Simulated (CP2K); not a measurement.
Two runs for the O K edge of protonated methanol. Run A: CP2K XAS_TDP, all-electron GAPW, PBEh(45%), aug-cc-pVTZ, TDA, no relativity. Run B differs in one setting.

First lines with a strength over 0.0015. A:

| atom | energy (eV) | states | strength, one atom |
| --- | --- | --- | --- |
| O2 (bonded to C and 2 H) | 532.70 | 1 | 0.0075 |
|  | 533.83 | 1 | 0.0497 |
|  | 534.12 | 1 | 0.0440 |
|  | 537.26 | 1 | 0.0033 |
|  | 537.65 | 1 | 0.0069 |

B:

| atom | energy (eV) | states | strength, one atom |
| --- | --- | --- | --- |
| O2 (bonded to C and 2 H) | 537.06 | 1 | 0.0074 |
|  | 538.20 | 1 | 0.0493 |
|  | 538.49 | 1 | 0.0436 |
|  | 541.63 | 1 | 0.0033 |
|  | 542.02 | 1 | 0.0069 |

**Question.** Which was it: the functional, GW2X switched on, the basis, scalar relativity switched on?

GW2X switched on. GW2X shifts an atom's lines together and keeps their spacings. Against PBEh(45%) in aug-cc-pVTZ, the leading line moves by +4.37 eV, to 538.20 eV.

[Hosts, paths, dates, database ids (printed as entryN), source tags and the programs' standing remarks are cut or masked in the printed files.]
